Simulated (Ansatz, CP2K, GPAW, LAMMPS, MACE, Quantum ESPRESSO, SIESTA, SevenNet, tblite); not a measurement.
**Amorphous carbon (64 atoms) in other programs, against a plane-wave reference**

Wanted: errors and costs of other methods on amorphous carbon (64 atoms). A plane-wave run serves as the reference.

Program: Quantum ESPRESSO 7.5. Level of theory: Kohn-Sham DFT, PBE, SSSP efficiency 1.3.0 pseudopotentials, plane waves. Results are calculated unless marked as measured.

**1. Starting point**

The cell holds 64 atoms: 64 C. Its edges and angles: a = 7.590 Å, b = 7.590 Å, c = 7.590 Å, α = 90.0°, β = 90.0°, γ = 90.0°. 64 atoms (64 C) placed at random at 2.92 g/cm³, melted at 6000 K for 10 ps at fixed volume with the Tersoff potential (Tersoff, Phys. Rev. B 39, 5566 (1989)). Quenched from 6000 K to 300 K at 100 K/ps and fixed volume, held 5 ps, then minimised at fixed cell.

**2. Reference: Quantum ESPRESSO, plane waves**

The input, pw.in:

```
&control
  calculation = 'scf'
  pseudo_dir = './pseudo'
  outdir = './tmp'
  disk_io = 'none'
  tprnfor = .true.
  tstress = .true.
/
&system
  ibrav = 0
  nat = 64
  ntyp = 1
  ecutwfc = 45
  ecutrho = 360
  nosym = .true.
  occupations = 'smearing'
  smearing = 'fd'
  degauss = 0.003675
/
&electrons
  conv_thr = 3.2e-07
  electron_maxstep = 100
  mixing_beta = 0.2
  mixing_mode = 'local-TF'
  diagonalization = 'david'
/
ATOMIC_SPECIES
C 12.011 C.upf
CELL_PARAMETERS angstrom
7.59030 0.00000 0.00000
0.00000 7.59030 0.00000
0.00000 0.00000 7.59030
ATOMIC_POSITIONS crystal
C 0.83466 0.91928 0.71452
C 0.87226 0.18332 0.50226
C 0.52196 0.75401 0.63807
C 0.39522 0.23812 0.98117
C 0.61259 0.65078 0.94456
C 0.20368 0.46720 0.17574
C 0.84238 0.67247 0.51879
C 0.74571 0.09433 0.10113
C 0.36756 0.24992 0.78106
C 0.53495 0.35500 0.07354
C 0.19499 0.51728 0.62127
C 0.85198 0.03839 0.38158
[... 48 atom lines left out ...]
C 0.03179 0.37764 0.08749
C 0.26817 0.93123 0.03505
C 0.86460 0.13074 0.70983
C 0.69157 0.23326 0.73773
K_POINTS gamma
```

On the command line:

```bash
$ OMP_NUM_THREADS=1 mpirun -np 2 pw.x -in pw.in > output.txt
```

Output:

```text
Program PWSCF
     gamma-point specific algorithms are used
     Parallelization info
     sticks:   dense  smooth     PW     G-vecs:    dense   smooth      PW
     Min        2949    1478    374               170183    60234    7577
     Max        2952    1479    375               170188    60239    7578
     Sum        5901    2957    749               340371   120473   15155
     bravais-lattice index     =            0
     lattice parameter (alat)  =      14.3436  a.u.
     unit-cell volume          =    2951.0286 (a.u.)^3
     number of atoms/cell      =           64
     number of atomic types    =            1
     number of electrons       =       256.00
     number of Kohn-Sham states=          154
     kinetic-energy cutoff     =      45.0000  Ry
[... lines left out ...]
     scf convergence threshold =      3.2E-07
[... lines left out ...]
     number of k points=     1  Fermi-Dirac smearing, width (Ry)=  0.0037
[... lines left out ...]
     total energy              =   -1176.62263098 Ry
[... lines left out ...]
     total energy              =   -1175.27123659 Ry
[... lines left out ...]
     total energy              =   -1175.55786045 Ry
[... lines left out ...]
     total energy              =   -1175.55989042 Ry
[... lines left out ...]
     total energy              =   -1175.55989057 Ry
[... lines left out ...]
    -6.8196  -6.6964  -6.6273  -6.3607  -6.2319  -6.0759  -5.9056  -5.8367
    -5.6873  -5.4879  -5.3008  -4.8683  -4.7444  -4.4989  -4.2043  -4.0006
[...]
12.2232  12.4249  12.4379  12.6983  12.8105  13.0874  13.2468  13.4081
    13.6413  13.9487  14.1342  14.9450  15.2072  15.4436  15.6876  15.8232
    15.9562  16.2830
     the Fermi energy is    11.0350 ev
!    total energy              =   -1175.55989063 Ry
     total all-electron energy =     -4872.462151 Ry
     estimated scf accuracy    <       0.00000017 Ry
     smearing contrib. (-TS)   =      -0.01636691 Ry
     internal energy E=F+TS    =   -1175.54352372 Ry
     The total energy is F=E-TS. E is the sum of the following terms:
     one-electron contribution =     135.29034285 Ry
     hartree contribution      =     102.30982143 Ry
     xc contribution           =    -294.51415004 Ry
     ewald contribution        =    -724.05310741 Ry
     one-center paw contrib.   =    -394.57643055 Ry
     convergence has been achieved in  15 iterations
     Forces acting on atoms (cartesian axes, Ry/au):
     atom    1 type  1   force =    -0.04079570    0.02244439   -0.00142212
     atom    2 type  1   force =     0.09968521    0.03492161    0.04467931
     atom    3 type  1   force =    -0.03400764    0.00666725   -0.04660610
[...]
atom   63 type  1   force =    -0.00306431   -0.03594045   -0.00842462
     atom   64 type  1   force =    -0.01057868   -0.04358701   -0.06193130
     Total force =     0.677916     Total SCF correction =     0.000918
     Computing stress (Cartesian axis) and pressure
          total   stress  (Ry/bohr**3)                   (kbar)     P=      -71.91
  -0.00089331  -0.00023686  -0.00010484         -131.41      -34.84      -15.42
  -0.00023686  -0.00055734  -0.00011567          -34.84      -81.99      -17.02
  -0.00010484  -0.00011567  -0.00001581          -15.42      -17.02       -2.33
     Message from routine punch:
     Nothing written, as per user request (disk_io='none')
```

Run time: 41 s. Hardware: 2 MPI ranks of Arm Neoverse V1, shared host; peak memory 0.85 GiB.

Banners, paths, timers and routine set-up lines are dropped from the logs unmarked, and long logs keep their key lines alone; longer cuts are marked.

Numbers from this run:

- r.m.s. force component: 1.258 eV/Å
- longest force: 5.077 eV/Å
- pressure: -7.191 GPa

**3. Local order**

Pair distribution function in bins of 0.2 Å:

| r (Å) | total |
| --- | --- |
| 1.40 | 1.52 |
| 1.60 | 2.37 |
| 1.80 | 0.05 |
| 2.00 | 0.02 |
| 2.20 | 0.22 |
| 2.40 | 1.06 |
| 2.60 | 2.29 |
| 2.80 | 1.18 |
| 3.00 | 1.14 |
| 3.20 | 0.78 |
| 3.40 | 0.89 |
| 3.60 | 1.03 |

Bonds by pair of elements; cutoffs follow the first minimum of g(r), held within bounds set by covalent radii, and pairs that aren't listed don't count as bonded (cutoffs were set anew for this text, so counts can differ from the run's own analysis):

| pair A-B | cutoff (Å) | bonds | mean length (Å) | spread (Å) | shortest (Å) | B about A | A about B |
| --- | --- | --- | --- | --- | --- | --- | --- |
| C-C | 1.85 | 108 | 1.53 | 0.071 | 1.4 | 3.38 | 3.38 |

How many atoms have how many bonded neighbours:

| element | mean | 3 | 4 |
| --- | --- | --- | --- |
| C | 3.38 | 40 | 24 |

Rings of the network by King's shortest-path rule, up to 12 atoms, one path for each pair of neighbours; H, halogens, alkali and alkaline-earth atoms are left out, and the last column divides by all other atoms, bonded or not:

| ring size (atoms) | rings | per network atom |
| --- | --- | --- |
| 5 | 1 | 0.016 |
| 6 | 17 | 0.266 |
| 7 | 16 | 0.25 |
| 8 | 23 | 0.359 |
| 9 | 10 | 0.156 |

**4. What was run beside it**

The programs:
- CP2K 2026.2: Gaussian basis with GTH pseudopotentials and a plane-wave density; labels give functional, basis (MOLOPT sets; SR short-range, UZH the newer set with its own potentials), grid cutoff/relative cutoff and solver (OT: orbital transformation; TRS4, TC2, SIGN: linear-scaling purification with its sparsity filter), or its built-in tight binding.
- GPAW 26.7.0: PAW with atomic orbitals (LCAO), plane waves or a real-space grid of spacing h.
- MACE: machine-learned potential, published weights.
- Quantum ESPRESSO 7.5: plane waves; labels (QE) give functional, pseudopotential set and cutoffs of waves/density.
- SIESTA 5.4.2: numerical atomic orbitals, whose automatically made sets are far from complete, with PseudoDojo norm-conserving potentials that we converted to its format (checked against plane waves on the same files for H, C, O, Si, Ge and Ca alone); labels give functional, basis size, energy shift and mesh cutoff.
- SevenNet: machine-learned potential, published weights.
- tblite 0.8.0: extended tight binding, driven from Python.

All use the same cell and atoms; the electronic-structure runs use the same k-mesh, and an electronic temperature of 580 K (0.05 eV) where levels are smeared.

Differences are against the plane-wave reference, forces as r.m.s. over components; share is that over the reference's r.m.s. force, slope the least-squares factor from reference forces to these. Total energies of different programs have different zeros and aren't compared.

| run | Δ force, r.m.s. (meV/Å) | share (%) | slope | Δ pressure (GPa) | cores | CPU time | memory (GiB) |
| --- | --- | --- | --- | --- | --- | --- | --- |
| reference | - | - | - | - | 2 | 83 s | 0.85 |
| CP2K LDA, DZVP-MOLOPT-SR, 450/50 Ry, diagonalisation | 54.2 | 4.31 | 1.006 | -11.3 | 2 | 4.7 min | 1.0 |
| CP2K PBE+D3(BJ), DZVP-MOLOPT-SR, 450/50 Ry, diagonalisation | 69.2 | 5.5 | 1.025 | -0.670 | 2 | 4.8 min | 1.1 |
| CP2K PBE, DZVP-MOLOPT-SR, 225/50 Ry, diagonalisation (coarse) | 36.0 | 2.86 | 1.011 | 0.688 | 2 | 4.2 min | 0.57 |
| CP2K PBE, DZVP-MOLOPT-SR, 315/50 Ry, diagonalisation (coarse) | 26.1 | 2.08 | 1.011 | 0.675 | 2 | 5.3 min | 0.68 |
| CP2K PBE, DZVP-MOLOPT-SR, 450/30 Ry, diagonalisation (coarse) | 25.6 | 2.04 | 1.012 | 0.690 | 2 | 3.6 min | 1.0 |
| CP2K PBE, DZVP-MOLOPT-SR, 450/50 Ry, diagonalisation | 25.6 | 2.04 | 1.012 | 0.675 | 2 | 4.8 min | 1.0 |
| CP2K PBE, SZV-MOLOPT-SR, 450/50 Ry, diagonalisation (coarse) | 523 | 41.6 | 1.326 | 8.38 | 1 | 2.5 min | 0.95 |
| CP2K PBE, TZV2P-UZH, 450/50 Ry, diagonalisation | 16.9 | 1.34 | 1.003 | 0.618 | 4 | 20 min | 2.0 |
| CP2K PBE, TZVP-UZH, 450/50 Ry, diagonalisation | 33.4 | 2.66 | 1.009 | 1.98 | 4 | 7.6 min | 1.8 |
| GPAW PBE, LCAO dzp, h 0.2 Å | 119 | 9.44 | 0.988 | - | 1 | 2.4 min | 0.5 |
| GPAW PBE, LCAO sz(dzp), h 0.2 Å (coarse) | 616 | 49.0 | 1.051 | - | 1 | 42 s | 0.37 |
| GPAW PBE, LCAO szp(dzp), h 0.2 Å (coarse) | 368 | 29.2 | 0.988 | - | 1 | 1.8 min | 0.48 |
| GPAW PBE, grid h 0.2 Å | 22.2 | 1.76 | 0.999 | - | 1 | 1.7 min | 0.55 |
| MACE MP-0b2 small potential | 724 | 57.5 | 0.654 | -3.46 | 1 | 7.2 s | 0.67 |
| MACE MPA-0 medium potential | 626 | 49.8 | 0.696 | -5.29 | 1 | 9.2 s | 1.3 |
| QE PBE+D3(BJ), sssp-1.3.0-efficiency, 45/360 Ry | 58.7 | 4.66 | 1.014 | -1.33 | 2 | 83 s | 0.86 |
| QE PBE, dojo-0.4.1-standard, 60/240 Ry (coarse) | 17.6 | 1.40 | 1.004 | -6.12 | 2 | 60 s | 0.39 |
| SIESTA LDA, DZP, shift 0.01 Ry, mesh 300 Ry | 158 | 12.6 | 0.963 | -3.69 | 2 | 3.5 min | 0.88 |
| SIESTA PBE, DZP, shift 0.01 Ry, mesh 100 Ry (coarse) | 160 | 12.8 | 0.977 | 6.80 | 1 | 62 s | 0.4 |
| SIESTA PBE, DZP, shift 0.01 Ry, mesh 300 Ry | 160 | 12.7 | 0.977 | 6.80 | 2 | 3.7 min | 0.89 |
| SIESTA PBE, SZ, shift 0.01 Ry, mesh 300 Ry (coarse) | 754 | 60.0 | 1.038 | 26.5 | 1 | 45 s | 0.35 |
| SIESTA PBE, TZP, shift 0.01 Ry, mesh 300 Ry | 138 | 11.0 | 0.977 | 5.88 | 2 | 5.2 min | 1.1 |
| SevenNet 0 potential | 703 | 55.9 | 0.797 | -6.21 | 1 | 9 s | 1.1 |
| tblite GFN1-xTB | 404 | 32.1 | 1.059 | -10.5 | 1 | 1.6 s | 0.1 |

Rows marked coarse were listed beforehand as settings not expected to be converged; some can still land near the reference.

Times of the machine-learned potentials are mostly Python's start and the loading of weights.

CPU time is summed over cores on a shared host, where runs went side by side, so it is rough. Symmetry, cutoffs, thresholds, outputs and thread counts weren't matched or tuned between programs; memory under MPI is the largest rank's times the ranks.

Runs without a result: CP2K GFN1-xTB, diagonalisation (not converged, the SCF not settling).

Within one program, basis, potentials and functional, energies share a zero. Each run against its twin at the usual cutoff or grid and solver:

| run | twin | Δ energy (meV/atom) | Δ force, r.m.s. (meV/Å) | CPU time over the twin's |
| --- | --- | --- | --- | --- |
| CP2K PBE, DZVP-MOLOPT-SR, 225/50 Ry, diagonalisation | DZVP-MOLOPT-SR, 450/50 Ry, diagonalisation | -0.242 | 26.5 | 0.88 |
| CP2K PBE, DZVP-MOLOPT-SR, 315/50 Ry, diagonalisation | DZVP-MOLOPT-SR, 450/50 Ry, diagonalisation | 0.0213 | 10.5 | 1.1 |
| CP2K PBE, DZVP-MOLOPT-SR, 450/30 Ry, diagonalisation | DZVP-MOLOPT-SR, 450/50 Ry, diagonalisation | -0.0881 | 0.574 | 0.75 |
| SIESTA PBE, DZP, shift 0.01 Ry, mesh 100 Ry | DZP, shift 0.01 Ry, mesh 300 Ry | 0.591 | 3.79 | 0.28 (this twin ran on 2 cores) |

**5. What came out**

```
reference r.m.s. force component                       : 1.26 eV/Å
nearest in forces                                      : CP2K PBE, TZV2P-UZH, 450/50 Ry, diagonalisation, 1.3 %
farthest in forces                                     : SIESTA PBE, SZ, shift 0.01 Ry, mesh 300 Ry (coarse), 60 %
cheapest electronic-structure run beside the reference : tblite GFN1-xTB, 1.6 s of CPU time
```

What this shows: PBE on plane waves or a grid with other potentials, cutoffs or grids, coarse settings apart, differs from the reference by 1.8 % (GPAW PBE, grid h 0.2 Å) of the r.m.s. force; this holds the reference's own error, so differences of a few per cent don't tell which side is nearer the exact PBE result. The PBE runs in local orbitals, coarse settings apart, differ by 1.3 % (CP2K PBE, TZV2P-UZH, 450/50 Ry, diagonalisation) to 13 % (SIESTA PBE, DZP, shift 0.01 Ry, mesh 300 Ry); basis, grid and potentials can all enter. Tight binding differs by 32 % (tblite GFN1-xTB); it is another model, with fitted parameters of its own, and the xTB methods hold dispersion. Machine-learned potentials differ by 50 % (MACE MPA-0 medium potential) to 58 % (MACE MP-0b2 small potential); they were trained on other programs' data. The reference samples few k-points for this cell, and its sampling error, which other DFT runs on the same mesh share, can be part of so large a difference. Among those trained on PBE data the slope goes as low as 0.65, with a correlation of 0.82, so directions differ as well as sizes. In the reference's own program, potentials and cutoffs, a change of model alone moves forces by 4.7 % (QE PBE+D3(BJ), sssp-1.3.0-efficiency, 45/360 Ry). Other rows with another functional or a dispersion term differ by 4.3 % (CP2K LDA, DZVP-MOLOPT-SR, 450/50 Ry, diagonalisation) to 13 % (SIESTA LDA, DZP, shift 0.01 Ry, mesh 300 Ry), which mixes the change of model with differences of basis and potentials. Runs with settings chosen to be coarse differ by 1.4 % (QE PBE, dojo-0.4.1-standard, 60/240 Ry) to 60 % (SIESTA PBE, SZ, shift 0.01 Ry, mesh 300 Ry), their programs' other errors included. One electronic-structure run takes under half the reference's CPU time: tblite GFN1-xTB, at 32 % in 1.6 s against 83 s; its pressure misses by -10.5 GPa. CP2K PBE, SZV-MOLOPT-SR, 450/50 Ry, diagonalisation stiffens the forces by a factor of 1.33 while following their directions (correlation 0.982); the slopes of the 9 CP2K runs lie between 1.00 and 1.33. In pressure, SIESTA PBE, SZ, shift 0.01 Ry, mesh 300 Ry misses by +26.5 GPa, at the same functional. In the reference: levels near the Fermi energy are neither full nor empty under the smearing, so no gap is quoted. In the reference: By these cutoffs 62 % of C atoms have 3 bonded neighbours. Periodic xTB results under one method name differ between programs and library versions. The reference's pressure holds the uncorrected Pulay stress of its 45 Ry basis, so small pressure differences, and their order, may be the reference's own error. Machine-learned potentials mimic data converged in k, so the reference's own k-point error enters their differences. The quench rate of 100 K/ps is many orders above laboratory rates, so the cell is likely richer in defects and strain than a real sample. The network of bonds at the start is that of the classical potential that made the cell, and needn't be the one that DFT or experiment would give. The reference's stress is far from hydrostatic: its diagonal is -13.1, -8.2, -0.2 GPa, compression counted positive. The reference's pressure of -7.2 GPa belongs to a cell and atoms that aren't relaxed at this level. The electronic-structure runs sample only Γ, in a cell whose shortest periodic width is 8 Å, which is coarse for a cell with partly filled levels.

[Also dropped from logs without a mark: logging warnings of Python, and SIESTA's first energy breakdown and zero terms.]

[Logs are printed without paths, hosts, clocks, repeated set-up lines and the standing remarks that a program may print on its own settings, such as how far it seeks lower states.]

[Hosts, paths, dates, database ids (printed as entryN), source tags and the programs' standing remarks are cut or masked in the printed files.]
